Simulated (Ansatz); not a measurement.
# A hypothetical structure for Mg3Pb2S2

This structure for Mg3Pb2S2 is made up. Its elements were placed in a known structure type with a cell scaled to their sizes. What cell does the guess relax to, and how far off was it?

Method: DFT, PBEsol, plane-wave PAW, files of the set soft_1, scalar-relativistic, no spin, cell and ions relaxed at zero pressure; PAW set soft_1, in Ansatz 0.2.0.

**1. Starting point**

Symmetry: R-3m, No. 166, trigonal system. Conventional cell: a = 6.079 Å, b = 6.079 Å, c = 14.983 Å, α = 90.00°, β = 90.00°, γ = 120.00°. Pb has 6 Mg at 3.04 Å and 2 S at 3.23 Å nearest. Pb has 6 Mg at 3.05 Å nearest. Nearest to S lie 3 Mg at 2.49 Å and 1 Pb at 3.23 Å. Nearest to Mg lie 2 S at 2.49 Å. Farther neighbours and most contacts between anions are not listed.

**2. Relaxation of the guess**

The guess takes its coordinates from another compound and its volume from a rule, so the cell and any free coordinates are relaxed together.

The input, input.yaml:

```yaml
crystal:
  lattice:
    - [3.0395, 1.754856143, 4.994333333]
    - [-3.0395, 1.754856143, 4.994333333]
    - [0.0, -3.509712286, 4.994333333]
  atoms:
    - { symbol: Pb, position: [0.5, 0.5, 0.5] }
    - { symbol: Pb, position: [0.0, 0.0, 0.0] }
    - { symbol: S, position: [0.284733331, 0.284733331, 0.284733331] }
    - { symbol: S, position: [0.715266669, 0.715266669, 0.715266669] }
    - { symbol: Mg, position: [0.0, 0.5, 0.0] }
    - { symbol: Mg, position: [0.0, 0.0, 0.5] }
    - { symbol: Mg, position: [0.5, 0.0, 0.0] }
kpoints:
  mp_grid: { grid: [6, 6, 6] }
scf:
  occupations: { method: fermi_dirac, width: 0.05 }
hamiltonian:
  xc: pbesol
  pseudopotentials: { kind: paw, azcp: { folder: soft_1 }, xc_functional: pbe }
relax:
  f_tol: 0.015
  max_steps: 70
  cell: {}
output:
  forces: true
  stress: true
```

The run is started by

```
$ ansatz run input.yaml --threads 4 --pin off --max-ram 10240MiB --backend cpu --events-out ev --progress --plain --runs-dir out
```

Numbers of over 12 decimals in the logs are rounded to 6 here.

Log:

```text
Engine: ansatz 0.2.0, x86_64-unknown-linux-gnu
Pseudopotentials: kind: paw
Pseudopotential: Pb, paw, valence charge 14, recommended cutoff 420 eV (normal), soft_1/Pb.paw.azcp
Pseudopotential: S, paw, valence charge 6, recommended cutoff 420 eV (normal), soft_1/S.paw.azcp
Pseudopotential: Mg, paw, valence charge 10, recommended cutoff 420 eV (normal), soft_1/Mg.paw.azcp
Functional definition: PBEsol
  exchange = pbesol_x
  correlation = pbesol_c
Crystal: 7 atoms, lattice volume = 159.835 Å³
Basis set: ecut = 420 eV, 3131 PW (Γ), exchange–correlation on 90×90×90 points (8 copies of the dense FFT grid, shifted against one another)
Bands: 42, of which v1, the nominal top of the filled ones, is band 35 counted from 1 (34 counted from 0)
Symmetry: 12 space group operations
Space group: R-3m (ITA 166), of the structure as read, at distance tolerance 5.4e-5 Å
k-points: 32 of 216
Non-local potential: Pb, projectors of the file, l = 0: 2, l = 1: 2, l = 2: 2, l = 3: 1
Non-local potential: S, projectors of the file, l = 0: 2, l = 1: 2, l = 2: 1
Non-local potential: Mg, projectors of the file, l = 0: 3, l = 1: 2, l = 2: 1
PAW form: soft (Blöchl's): semilocal exchange-correlation on the pseudo side does not see the compensation charge
PAW frozen core: Pb, regenerated for the run's functional, and the local potential with it (the file was generated under x = pbe(κ = 0.804, μ = 0.219515), c = pbe(β = 0.066725))
PAW frozen core: S, regenerated for the run's functional, and the local potential with it (the file was generated under x = pbe(κ = 0.804, μ = 0.219515), c = pbe(β = 0.066725))
PAW frozen core: Mg, regenerated for the run's functional, and the local potential with it (the file was generated under x = pbe(κ = 0.804, μ = 0.219515), c = pbe(β = 0.066725))
PAW one-centre angular grid: Pb, 590 points (default); XC on 64 Gauss nodes
PAW one-centre angular grid: S, 110 points (default); XC on 64 Gauss nodes
PAW one-centre angular grid: Mg, 110 points (default); XC on 64 Gauss nodes
Initial density: superposition of atomic densities (chi_scale 0.1, normalization cell, long waves kept (reshape's long-wave potential 0.01 eV rms))
Initial wavefunctions: pseudopotential atomic-orbital guess
Functional: x = pbesol(κ = 0.804, μ = 0.123457), c = pbesol(β = 0.046)
SCF iter   1: F=—  HF=-31025.038346 eV  |F-HF|=—  |Δ(HF+E_count)|=         —  Δρ=4.33e-2  dr2=7.14e0  ethr=3.10e-3  ⟨swp⟩=10.9  Hψ=7483  notcnv=0  defer=1
preconditioner: auto → Resta (q_TF=auto, 2.378 Å⁻¹)  ε∞=3.7  [insulator: Δε(μ)=0.202 eV  Ē_g=12.130 eV  σ=0.050 eV  W_gap=0.76  n_scr=26 (ndim 8)  ℏωp=19.9 eV  f_vac=0.000  D(μ)=0.79/eV (n_scr^D=0)  ε∞_Penn≈3.7]
SCF iter   2: F=—  HF=-31022.999084 eV  |F-HF|=—  |Δ(HF+E_count)|=    2.04e0  Δρ=1.87e-2  dr2=1.22e0  ethr=3.10e-3  ⟨swp⟩=3.0  Hψ=2713  notcnv=0  defer=29
preconditioner: auto → Kerker (q_TF=auto, 2.378 Å⁻¹)  [metal: Δε(μ)=0.082 eV  Ē_g=12.650 eV  σ=0.050 eV  W_gap=0.39  n_scr=26 (ndim 8)  ℏωp=19.9 eV  f_vac=0.000  D(μ)=2.12/eV (n_scr^D=14)]
SCF iter   3: F=—  HF=-31022.667729 eV  |F-HF|=—  |Δ(HF+E_count)|=   3.31e-1  Δρ=4.74e-3  dr2=3.99e-2  ethr=1.74e-3  ⟨swp⟩=3.1  Hψ=2148  notcnv=0  defer=29
SCF iter   4: F=—  HF=-31022.661518 eV  |F-HF|=—  |Δ(HF+E_count)|=   6.21e-3  Δρ=1.10e-3  dr2=2.74e-3  ethr=5.70e-5  ⟨swp⟩=2.5  Hψ=2348  notcnv=0  defer=29
SCF iter   5: F=—  HF=-31022.661230 eV  |F-HF|=—  |Δ(HF+E_count)|=   2.87e-4  Δρ=2.76e-4  dr2=1.71e-4  ethr=3.91e-6  ⟨swp⟩=2.2  Hψ=1761  notcnv=0  defer=29
SCF iter   6: F=—  HF=-31022.661232 eV  |F-HF|=—  |Δ(HF+E_count)|=   2.12e-6  Δρ=9.34e-5  dr2=1.67e-5  ethr=2.44e-7  ⟨swp⟩=2.7  Hψ=2336  notcnv=0  defer=29
SCF iter   7: F=—  HF=-31022.661290 eV  |F-HF|=—  |Δ(HF+E_count)|=   5.70e-5  Δρ=2.49e-5  dr2=1.97e-6  ethr=2.39e-8  ⟨swp⟩=2.1  Hψ=1880  notcnv=0  defer=29
SCF iter   8: F=—  HF=-31022.661289 eV  |F-HF|=—  |Δ(HF+E_count)|=   1.41e-7  Δρ=6.73e-6  dr2=2.04e-7  ethr=2.81e-9  ⟨swp⟩=2.7  Hψ=2119  notcnv=0  defer=29
SCF iter   9: F=-31022.661289 eV  HF=-31022.661289 eV  |F-HF|=8.49e-9  |Δ(HF+E_count)|=   2.95e-8  Δρ=2.42e-6  dr2=1.59e-8  ethr=1.43e-10  ⟨swp⟩=5.0  Hψ=4583  notcnv=0
SCF 1 converged in 9 iterations: F = -31022.661289 eV  dr2 = 1.59e-8
  greatest PAW one-centre occupation: 1.000 electrons in one spin orbital (limit 2), on the Mg atom at site 6 (counted from 0), in its partial waves of l = 0
relax step   1: F+E_penalty+E_count = -31022.66128934 eV  Δ(F+E_penalty+E_count) = +0.000e0 eV  max|allowed force component| = 1.334e-1 eV/Å  Δτ_max = 0.0000 Å  P = +0.767 GPa  Ω = 159.835 Å³  (9 SCF iters, dr2 threshold 1.00e-7 eV, accepted)
Crystal: 7 atoms, lattice volume = 162.341 Å³
Basis set: ecut = 420 eV, 3197 PW (Γ), exchange–correlation on 90×90×90 points (8 copies of the dense FFT grid, shifted against one another)
Initial density: handed on by an earlier stage of this run
Initial wavefunctions: those handed on with the density
iter 1 solved again at ethr=6.26e-5 eV; its pass at ethr=3.10e-3 eV (dr2=4.38e-2 eV) is discarded
SCF iter   1: F=—  HF=-31022.719451 eV  |F-HF|=—  |Δ(HF+E_count)|=         —  Δρ=2.83e-3  dr2=4.41e-2  ethr=6.26e-5  ⟨swp⟩=1.9  Hψ=7529  notcnv=0
preconditioner: auto → Kerker (q_TF=auto, 2.371 Å⁻¹)  [metal: Δε(μ)=0.025 eV  Ē_g=12.946 eV  σ=0.050 eV  W_gap=0.12  n_scr=26 (ndim 8)  ℏωp=19.8 eV  f_vac=0.000  D(μ)=2.85/eV (n_scr^D=14)]
SCF iter   2: F=—  HF=-31022.713245 eV  |F-HF|=—  |Δ(HF+E_count)|=   6.21e-3  Δρ=1.73e-3  dr2=1.76e-2  ethr=6.26e-5  ⟨swp⟩=1.0  Hψ=1344  notcnv=0
SCF iter   3: F=—  HF=-31022.709027 eV  |F-HF|=—  |Δ(HF+E_count)|=   4.22e-3  Δρ=3.13e-4  dr2=3.12e-4  ethr=2.52e-5  ⟨swp⟩=2.0  Hψ=1660  notcnv=0
SCF iter   4: F=—  HF=-31022.709050 eV  |F-HF|=—  |Δ(HF+E_count)|=   2.21e-5  Δρ=1.12e-4  dr2=6.13e-5  ethr=4.46e-7  ⟨swp⟩=2.0  Hψ=1700  notcnv=0
SCF iter   5: F=—  HF=-31022.709034 eV  |F-HF|=—  |Δ(HF+E_count)|=   1.57e-5  Δρ=3.48e-5  dr2=4.95e-6  ethr=8.76e-8  ⟨swp⟩=2.0  Hψ=1652  notcnv=0
SCF iter   6: F=-31022.709033 eV  HF=-31022.709034 eV  |F-HF|=9.83e-8  |Δ(HF+E_count)|=   3.81e-7  Δρ=1.09e-5  dr2=2.74e-7  ethr=1.00e-9  ⟨swp⟩=5.5  Hψ=4850  notcnv=0
SCF 2 converged in 6 iterations: F = -31022.709033 eV  dr2 = 2.74e-7
  greatest PAW one-centre occupation: 1.000 electrons in one spin orbital (limit 2), on the Mg atom at site 4 (counted from 0), in its partial waves of l = 0
relax step   2: F+E_penalty+E_count = -31022.70903344 eV  Δ(F+E_penalty+E_count) = -4.774e-2 eV  max|allowed force component| = 2.953e-2 eV/Å  Δτ_max = 0.0156 Å  P = -0.017 GPa  Ω = 162.341 Å³  energy of the carried Pulay correction = -2.891e-4 eV  (6 SCF iters, dr2 threshold 7.00e-7 eV, accepted)
Crystal: 7 atoms, lattice volume = 162.068 Å³
Basis set: ecut = 420 eV, 3141 PW (Γ), exchange–correlation on 90×90×90 points (8 copies of the dense FFT grid, shifted against one another)
iter 1 solved again at ethr=5.52e-5 eV; its pass at ethr=3.10e-3 eV (dr2=3.86e-2 eV) is discarded
SCF iter   1: F=—  HF=-31022.727609 eV  |F-HF|=—  |Δ(HF+E_count)|=         —  Δρ=2.78e-3  dr2=3.85e-2  ethr=5.52e-5  ⟨swp⟩=2.3  Hψ=7531  notcnv=0
preconditioner: auto → Kerker (q_TF=auto, 2.372 Å⁻¹)  [metal: Δε(μ)=0.070 eV  Ē_g=12.962 eV  σ=0.050 eV  W_gap=0.33  n_scr=32 (ndim 8)  ℏωp=19.8 eV  f_vac=0.000  D(μ)=2.47/eV (n_scr^D=14)]
SCF iter   2: F=—  HF=-31022.722428 eV  |F-HF|=—  |Δ(HF+E_count)|=   5.18e-3  Δρ=1.64e-3  dr2=1.41e-2  ethr=5.50e-5  ⟨swp⟩=1.0  Hψ=1344  notcnv=0
SCF iter   3: F=—  HF=-31022.719330 eV  |F-HF|=—  |Δ(HF+E_count)|=   3.10e-3  Δρ=2.34e-4  dr2=1.32e-4  ethr=2.01e-5  ⟨swp⟩=2.0  Hψ=1554  notcnv=0
SCF iter   4: F=—  HF=-31022.719406 eV  |F-HF|=—  |Δ(HF+E_count)|=   7.60e-5  Δρ=5.52e-5  dr2=1.13e-5  ethr=1.89e-7  ⟨swp⟩=2.3  Hψ=1741  notcnv=0
SCF iter   5: F=—  HF=-31022.719404 eV  |F-HF|=—  |Δ(HF+E_count)|=   2.20e-6  Δρ=1.83e-5  dr2=1.28e-6  ethr=1.61e-8  ⟨swp⟩=2.0  Hψ=1694  notcnv=0
SCF iter   6: F=-31022.719404 eV  HF=-31022.719404 eV  |F-HF|=6.15e-8  |Δ(HF+E_count)|=   1.74e-7  Δρ=7.03e-6  dr2=1.12e-7  ethr=1.00e-9  ⟨swp⟩=5.0  Hψ=4781  notcnv=0
SCF 3 converged in 6 iterations: F = -31022.719404 eV  dr2 = 1.12e-7
relax step   3: F+E_penalty+E_count = -31022.71940371 eV  Δ(F+E_penalty+E_count) = -1.037e-2 eV  max|allowed force component| = 1.210e-1 eV/Å  Δτ_max = 0.0200 Å  P = +0.176 GPa  Ω = 162.068 Å³  energy of the carried Pulay correction = -2.578e-4 eV  (6 SCF iters, dr2 threshold 7.00e-7 eV, accepted)
Crystal: 7 atoms, lattice volume = 164.228 Å³
Basis set: ecut = 420 eV, 3209 PW (Γ), exchange–correlation on 90×90×90 points (8 copies of the dense FFT grid, shifted against one another)
iter 1 solved again at ethr=9.93e-7 eV; its pass at ethr=3.10e-3 eV (dr2=6.95e-4 eV) is discarded
SCF iter   1: F=—  HF=-31022.723014 eV  |F-HF|=—  |Δ(HF+E_count)|=         —  Δρ=7.14e-4  dr2=7.82e-4  ethr=9.93e-7  ⟨swp⟩=2.9  Hψ=7784  notcnv=0
preconditioner: auto → Kerker (q_TF=auto, 2.367 Å⁻¹)  [metal: Δε(μ)=0.061 eV  Ē_g=12.919 eV  σ=0.050 eV  W_gap=0.27  n_scr=32 (ndim 8)  ℏωp=19.7 eV  f_vac=0.000  D(μ)=2.74/eV (n_scr^D=14)]
SCF iter   2: F=—  HF=-31022.722906 eV  |F-HF|=—  |Δ(HF+E_count)|=   1.08e-4  Δρ=4.41e-4  dr2=3.22e-4  ethr=9.93e-7  ⟨swp⟩=1.0  Hψ=1344  notcnv=0
SCF iter   3: F=—  HF=-31022.722861 eV  |F-HF|=—  |Δ(HF+E_count)|=   4.51e-5  Δρ=7.55e-5  dr2=1.75e-5  ethr=4.60e-7  ⟨swp⟩=2.0  Hψ=1630  notcnv=0
SCF iter   4: F=—  HF=-31022.722858 eV  |F-HF|=—  |Δ(HF+E_count)|=   2.97e-6  Δρ=2.63e-5  dr2=2.76e-6  ethr=2.50e-8  ⟨swp⟩=2.2  Hψ=1904  notcnv=0
SCF iter   5: F=-31022.722857 eV  HF=-31022.722857 eV  |F-HF|=1.63e-7  |Δ(HF+E_count)|=   4.36e-7  Δρ=9.17e-6  dr2=3.70e-7  ethr=1.00e-9  ⟨swp⟩=5.0  Hψ=4728  notcnv=0
SCF 4 converged in 5 iterations: F = -31022.722857 eV  dr2 = 3.70e-7
relax step   4: F+E_penalty+E_count = -31022.72285722 eV  Δ(F+E_penalty+E_count) = -3.454e-3 eV  max|allowed force component| = 2.745e-2 eV/Å  Δτ_max = 0.0265 Å  P = -0.213 GPa  Ω = 164.228 Å³  energy of the carried Pulay correction = -5.039e-4 eV  (5 SCF iters, dr2 threshold 7.00e-7 eV, accepted)
Crystal: 7 atoms, lattice volume = 163.424 Å³
iter 1 solved again at ethr=3.38e-7 eV; its pass at ethr=3.10e-3 eV (dr2=2.37e-4 eV) is discarded
SCF iter   1: F=—  HF=-31022.723436 eV  |F-HF|=—  |Δ(HF+E_count)|=         —  Δρ=2.37e-4  dr2=3.21e-4  ethr=3.38e-7  ⟨swp⟩=3.0  Hψ=6880  notcnv=0
preconditioner: auto → Kerker (q_TF=auto, 2.369 Å⁻¹)  [metal: Δε(μ)=0.064 eV  Ē_g=12.928 eV  σ=0.050 eV  W_gap=0.29  n_scr=32 (ndim 8)  ℏωp=19.7 eV  f_vac=0.000  D(μ)=2.73/eV (n_scr^D=14)]
SCF iter   2: F=—  HF=-31022.723371 eV  |F-HF|=—  |Δ(HF+E_count)|=   6.50e-5  Δρ=1.51e-4  dr2=1.43e-4  ethr=3.38e-7  ⟨swp⟩=1.2  Hψ=1353  notcnv=0
SCF iter   3: F=—  HF=-31022.723391 eV  |F-HF|=—  |Δ(HF+E_count)|=   2.01e-5  Δρ=4.45e-5  dr2=8.17e-6  ethr=2.04e-7  ⟨swp⟩=2.0  Hψ=1635  notcnv=0
SCF iter   4: F=—  HF=-31022.723389 eV  |F-HF|=—  |Δ(HF+E_count)|=   2.31e-6  Δρ=1.81e-5  dr2=1.35e-6  ethr=1.17e-8  ⟨swp⟩=2.0  Hψ=1691  notcnv=0
SCF iter   5: F=-31022.723389 eV  HF=-31022.723389 eV  |F-HF|=1.76e-8  |Δ(HF+E_count)|=   2.90e-7  Δρ=5.06e-6  dr2=7.37e-8  ethr=2.75e-10  ⟨swp⟩=4.0  Hψ=5195  notcnv=0
SCF 5 converged in 5 iterations: F = -31022.723389 eV  dr2 = 7.37e-8
  greatest PAW one-centre occupation: 1.000 electrons in one spin orbital (limit 2), on the Mg atom at site 5 (counted from 0), in its partial waves of l = 0
relax step   5: F+E_penalty+E_count = -31022.72338880 eV  Δ(F+E_penalty+E_count) = -5.316e-4 eV  max|allowed force component| = 1.683e-2 eV/Å  Δτ_max = 0.0018 Å  P = +0.056 GPa  Ω = 163.424 Å³  energy of the carried Pulay correction = -4.128e-4 eV  (5 SCF iters, dr2 threshold 1.93e-7 eV, accepted)
Crystal: 7 atoms, lattice volume = 163.526 Å³
iter 1 solved again at ethr=3.10e-8 eV; its pass at ethr=3.10e-3 eV (dr2=2.17e-5 eV) is discarded
SCF iter   1: F=—  HF=-31022.723376 eV  |F-HF|=—  |Δ(HF+E_count)|=         —  Δρ=7.10e-5  dr2=2.32e-5  ethr=3.10e-8  ⟨swp⟩=3.0  Hψ=6963  notcnv=0
preconditioner: auto → Kerker (q_TF=auto, 2.369 Å⁻¹)  [metal: Δε(μ)=0.063 eV  Ē_g=12.928 eV  σ=0.050 eV  W_gap=0.28  n_scr=32 (ndim 8)  ℏωp=19.7 eV  f_vac=0.000  D(μ)=2.73/eV (n_scr^D=14)]
SCF iter   2: F=—  HF=-31022.723379 eV  |F-HF|=—  |Δ(HF+E_count)|=   3.60e-6  Δρ=4.54e-5  dr2=1.02e-5  ethr=3.10e-8  ⟨swp⟩=1.0  Hψ=1344  notcnv=0
SCF iter   3: F=—  HF=-31022.723429 eV  |F-HF|=—  |Δ(HF+E_count)|=   4.93e-5  Δρ=9.38e-6  dr2=2.36e-7  ethr=1.46e-8  ⟨swp⟩=2.0  Hψ=1635  notcnv=0
SCF iter   4: F=—  HF=-31022.723429 eV  |F-HF|=—  |Δ(HF+E_count)|=   3.20e-8  Δρ=3.25e-6  dr2=5.01e-8  ethr=3.37e-10  ⟨swp⟩=2.0  Hψ=1761  notcnv=0
SCF iter   5: F=-31022.723429 eV  HF=-31022.723429 eV  |F-HF|=2.58e-9  |Δ(HF+E_count)|=   1.06e-8  Δρ=1.21e-6  dr2=5.30e-9  ethr=2.53e-11  ⟨swp⟩=5.0  Hψ=4700  notcnv=0
SCF 6 converged in 5 iterations: F = -31022.723429 eV  dr2 = 5.30e-9
relax step   6: F+E_penalty+E_count = -31022.72342857 eV  Δ(F+E_penalty+E_count) = -3.977e-5 eV  max|allowed force component| = 3.979e-4 eV/Å  Δτ_max = 0.0018 Å  P = +0.001 GPa  Ω = 163.526 Å³  energy of the carried Pulay correction = -4.243e-4 eV  (5 SCF iters, dr2 threshold 1.77e-8 eV, accepted)
Initial wavefunctions: pseudopotential atomic-orbital guess (no wavefunctions were taken with the density)
iter 1 solved again at ethr=5.52e-7 eV; its pass at ethr=3.10e-3 eV (dr2=3.86e-4 eV) is discarded
SCF iter   1: F=—  HF=-31022.723723 eV  |F-HF|=—  |Δ(HF+E_count)|=         —  Δρ=2.85e-4  dr2=3.38e-6  ethr=5.52e-7  ⟨swp⟩=4.0  Hψ=10390  notcnv=0
SCF iter   2: F=—  HF=-31022.723897 eV  |F-HF|=—  |Δ(HF+E_count)|=   1.74e-4  Δρ=1.45e-4  dr2=8.73e-7  ethr=4.83e-9  ⟨swp⟩=2.1  Hψ=1673  notcnv=0
SCF iter   3: F=—  HF=-31022.723934 eV  |F-HF|=—  |Δ(HF+E_count)|=   3.69e-5  Δρ=2.94e-6  dr2=1.15e-8  ethr=1.25e-9  ⟨swp⟩=2.9  Hψ=2395  notcnv=0
SCF iter   4: F=—  HF=-31022.723934 eV  |F-HF|=—  |Δ(HF+E_count)|=   7.44e-9  Δρ=6.72e-7  dr2=2.30e-9  ethr=1.65e-11  ⟨swp⟩=2.0  Hψ=1685  notcnv=0
SCF iter   5: F=—  HF=-31022.723934 eV  |F-HF|=—  |Δ(HF+E_count)|=  5.02e-10  Δρ=2.39e-7  dr2=3.63e-10  ethr=3.28e-12  ⟨swp⟩=2.0  Hψ=1636  notcnv=0
SCF iter   6: F=-31022.723934 eV  HF=-31022.723934 eV  |F-HF|=3.64e-12  |Δ(HF+E_count)|=  1.09e-10  Δρ=8.12e-8  dr2=2.44e-11  ethr=1.00e-12  ⟨swp⟩=5.1  Hψ=4820  notcnv=0
SCF 7 converged in 6 iterations: F = -31022.723934 eV  dr2 = 2.44e-11
relax step   7: F+E_penalty+E_count = -31022.72393391 eV  Δ(F+E_penalty+E_count) = -5.053e-4 eV  max|allowed force component| = 2.818e-4 eV/Å  Δτ_max = 0.0000 Å  P = +0.001 GPa  Ω = 163.526 Å³  stress off target by 2.02e-3 GPa  SCF on the basis re-selected at this cell (its energy is not comparable with the rows above)  (6 SCF iters)
basis re-selected at this cell: Δ(F+E_penalty+E_count) = -5.053e-4 eV, ΔP = +0.000 GPa vs the last step (what re-selecting the basis moved, of the pressure what is left beyond the Pulay correction that the steps carried, after the strain that the cell walked since its last selection, with what the two solves' SCF thresholds leave and, on support functions, any second-order correction that the steps lacked; it is no m [...]
SCF converged after 6 iterations
Free energy (F): -31022.723934 eV
Harris-Foulkes:  -31022.723934 eV  (|F-HF|=3.64e-12)
Internal energy: -31022.701422 eV  (E = F + TS)
E sigma→0 (E₀):  -31022.712678 eV
Entropy (-TS):   -0.022512 eV (-3.216 meV/atom)
Fermi energy:    7.625945 eV
--- Per-component energies (eV) ---
  E_band       = -1148.714770
  E_kinetic    = 1009.415355
  E_local      = -7705.119729  (includes V_loc(G=0)·N_el)
  E_nonlocal   = 1271.355052
  E_hartree    = 2755.191860
  E_xc         = -662.127324
  E_vxc        = -542.478089  (∫ρ·V_xc dr)
  E_paw        = -22542.870636  (= ΣΔE_a)
  E_vpaw       = -692.270952  (= ΣTr[D̂ρ^β])
  E_aug_tail   = -0.000462  (compensation charges beyond the density's cutoff)
  E_ewald      = -5148.970364
  E_core_change = 0.424826  (= ΣΔE_core)
  E_smearing   = -0.022512  (= −TS)
  E_closure    = 0.000000  (closes the sum)
  Σ components = -31022.723934   (vs F -31022.723934, Δ=0.00e0)
--- Forces (eV/Å), atoms counted from 1 ---
  atom   1  Pb    -0.00000000     0.00000000    -0.00000000
  atom   2  Pb     0.00000000    -0.00000000     0.00000000
  atom   3  S      0.00000000     0.00000000     0.00028180
  atom   4  S      0.00000000    -0.00000000    -0.00028180
  atom   5  Mg     0.00000000     0.00000000    -0.00000000
  atom   6  Mg    -0.00000000     0.00000000     0.00000000
  atom   7  Mg    -0.00000000     0.00000000     0.00000000
  max |Σ_I F_I| component: 9.25e-18 eV/Å
--- Stress (GPa, compression-positive) ---
        0.002019       0.000000      -0.000000
        0.000000       0.002019      -0.000000
       -0.000000      -0.000000      -0.001340
  P = ⅓ Tr σ = 0.0009 GPa (0.009 kbar)
--- Relaxed structure (6 steps of the walk, 6 accepted, 1 SCFs on fresh bases) ---
  F+E_penalty+E_count = -31022.72393391 eV   max|allowed force component| = 2.818e-4 eV/Å   (the final SCF, on the basis selected at the relaxed cell)
  cell:  # Å, volume = 163.5263 Å³
    - [3.131463, 1.807951, 4.813960]
    - [-3.131463, 1.807951, 4.813960]
    - [0, -3.615901, 4.813960]
  atoms:
    - { symbol: Pb, position: [0.5, 0.5, 0.500000] }
    - { symbol: Pb, position: [0, 0, 0] }
    - { symbol: S, position: [0.285340, 0.285340, 0.285340] }
    - { symbol: S, position: [0.714660, 0.714660, 0.714660] }
    - { symbol: Mg, position: [0.0, 0.5, -2.7755575615628914e-17] }
    - { symbol: Mg, position: [2.7755575615628914e-17, 2.7755575615628914e-17, 0.500000] }
    - { symbol: Mg, position: [0.5, 0.0, -2.7755575615628914e-17] }
```

Wall time 12 s (4 threads of INTEL XEON PLATINUM 8581C at 2.10GHz (Emerald Rapids), shared host); peak memory 0.66 GiB; 43 s of CPU time.

Relaxation path:

```tsv
step	energy less that of the first step (eV)	largest force component (eV/Å)	pressure (GPa)	volume (Å³)
1	0.0000	0.1334	0.77	159.84
2	-0.0477	0.0295	-0.02	162.34
3	-0.0581	0.1210	0.18	162.07
4	-0.0616	0.0275	-0.21	164.23
5	-0.0621	0.0168	0.06	163.42
6	-0.0621	0.0004	0.00	163.53
7*	-0.0626	0.0003	0.00	163.53
```

Relaxation steps marked * repeat the geometry before them on a plane-wave basis chosen anew for their cell, so energy and pressure can jump there.

Forces are held to the 12 operations that the run works with; a distortion that breaks them can't arise in this run.

```tsv
conventional cell, symmetrised	before	after	change
a (Å)	6.079	6.263	+3.0 %
b (Å)	6.079	6.263	+3.0 %
c (Å)	14.983	14.442	-3.6 %
volume (Å³/atom)	22.83	23.36	+2.3 %
```

Final coordinates:

```cif
data_structure
_symmetry_space_group_name_H-M 'P 1'
_symmetry_Int_Tables_number 1
_cell_length_a 6.0207
_cell_length_b 6.0207
_cell_length_c 6.0207
_cell_angle_alpha 62.680
_cell_angle_beta 62.680
_cell_angle_gamma 62.680
_cell_volume 163.53
loop_
_atom_site_label
_atom_site_type_symbol
_atom_site_fract_x
_atom_site_fract_y
_atom_site_fract_z
_atom_site_occupancy
Pb1 Pb 0.50000 0.50000 0.50000 1
Pb2 Pb 0.00000 0.00000 0.00000 1
S3 S 0.28534 0.28534 0.28534 1
S4 S 0.71466 0.71466 0.71466 1
Mg5 Mg 0.00000 0.50000 0.00000 1
Mg6 Mg 0.00000 0.00000 0.50000 1
Mg7 Mg 0.50000 0.00000 0.00000 1
```

This step gave:

- free energy: -31022.7239 eV
- energy at zero smearing: -31022.7127 eV
- smearing term TS: 0.02251 eV
- Fermi energy: 7.626 eV
- electrons: 70
- symmetry operations: 12
- pressure: 8.99e-4 GPa

The shortest distance of each pair, which need not be the same contact before and after:

```tsv
pair	guess (Å)	relaxed (Å)
Mg–S	2.492	2.491
Mg–Pb	3.039	3.010
Pb–S	3.225	3.100
Mg–Mg	3.039	3.131
S–S	3.800	3.873
```

The relaxation ends with a largest force component of 2.8e-4 eV/Å and a pressure of 0.00 GPa.

**3. What came out**

| Quantity | Value |
| --- | --- |
| space group, relaxed | R-3m |
| conventional cell | a = 6.263, b = 6.263, c = 14.442 Å; α = 90.0°, β = 90.0°, γ = 120.0° |
| volume per atom | 23.36 Å³ (guess 22.83) |

In words: Mg3Pb2S2 relaxes to R-3m with a = 6.263, b = 6.263 and c = 14.442 Å. The guessed volume was 2 % too small. The space group R-3m was held in the relaxation, so the end point is a stationary structure within it and may be a saddle against distortions or other arrangements. Mesh and cutoff weren't tested. Spin-orbit coupling is left out, which can matter for elements this heavy. No dispersion term is used, so weakly bound directions may come out too long. Nothing here tests whether the compound is stable against decomposition.

[Logs are printed without paths, hosts, clocks, repeated set-up lines and the standing remarks that a program may print on its own settings, such as how far it seeks lower states.]

[Hosts, paths, dates, database ids (printed as entryN), source tags and the programs' standing remarks are cut or masked in the printed files.]
